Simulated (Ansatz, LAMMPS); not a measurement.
# Static equation of state of amorphous poly(p-phenylene) (as short chains C26H22), from a frame at 500 K, (144 atoms)

Density of this cell: 1.08 g/cm³. The cell holds 144 atoms: 78 C and 66 H. Its edges and angles: a = 10.981 Å, b = 12.265 Å, c = 11.524 Å, α = 93.4°, β = 90.4°, γ = 96.4°. The starting structure: 3 poly(p-phenylene) chains of 4 units with methyl end groups placed at random, at 1.03 g/cm³; overlaps pushed apart, then 20 ps at 800 K with MMFF94 bonds, angles, torsions, charges and radii (Halgren, J. Comput. Chem. 17, 490 (1996)) in harmonic and 12-6 forms. Snapshot after 30 ps at 500 K and fixed volume.

Calculated with Ansatz 0.2.0: Kohn-Sham DFT, PBE+D4, PAW (set soft_2), plane waves; cutoff 420 eV, Γ point, fermi-dirac smearing of 0.025 eV. Cell and atoms were relaxed first, to V0 = 10.691 Å³ an atom at a residual P0 = 0.006 GPa. The cell was then scaled evenly, and the atoms were relaxed at each volume.

| volume (Å³/atom) | pressure (GPa) |
| --- | --- |
| 9.6222 | ? |
| 10.050 | 0.4627 |
| 10.371 | 0.2090 |
| 11.012 | -0.1511 |
| 11.333 | -0.2422 |

**Question.** Fit the third-order Birch–Murnaghan equation to the rows given and extrapolate to the withheld row.

Worked fit:

Take the Eulerian strain f = ½[(V0/V)^(2/3) − 1] and the normalised pressure F = (P − P0) / [3f(1 + 2f)^(5/2)]. The third-order Birch–Murnaghan equation is then the line F = B0 + (3/2)B0(B′ − 4) f, so u = f and v = F.

| u = f | v = F (GPa) |
| --- | --- |
| 0.0210565 | 6.51458 |
| 0.0102567 | 6.25519 |
| -0.00975654 | 5.65502 |
| -0.0190508 | 4.79562 |

With n = 4: mean u = 6.2647e-4, mean v = 5.80510, Σ(u − ū)² = 0.0010051, Σ(u − ū)(v − v̄) = 0.040251. Slope b = 0.040251 / 0.0010051 = 40.046; intercept a = v̄ − b ū = 5.7800.

So B0 = a = 5.78 GPa and B′ = 4 + 2b/(3a) = 8.62. At the withheld volume f = 0.03638, F = a + b f = 7.237 GPa, and P = P0 + 3f(1 + 2f)^(5/2) F.

Prediction at 9.6222: 0.9480 GPa. The run gave 0.7183 GPa, so the fit is high by 0.23 GPa (32 % of the value).

The series isn't one smooth equation of state: even a line fitted to all rows, the withheld one included, misses F by up to 12.8 % and an atom moves over 0.5 Å in some relaxation. B0 and B′ are then only the numbers of this fit, not moduli of the material. Among the rows given, the largest miss of the fit is at 11.333, by 0.011 GPa (1.2 % of the range of the table).

Limits: Static cells at zero temperature; the cell shape is held. The program notes that the SCF threshold of these relaxations is loose for the stress. The network of contacts between molecules at the start is that of the classical potential that made the cell, and needn't be the one that DFT or experiment would give. Only the Γ point is sampled, in a cell whose shortest periodic width is 11 Å.

[Hosts, paths, dates, database ids (printed as entryN), source tags and the programs' standing remarks are cut or masked in the printed files.]

[The MMFF94 radii named for the starting cell were scaled by 0.96; in molecules described by MMFF94, hydrogen bound to N, O or S took a small fixed 12-6 site in their place.]
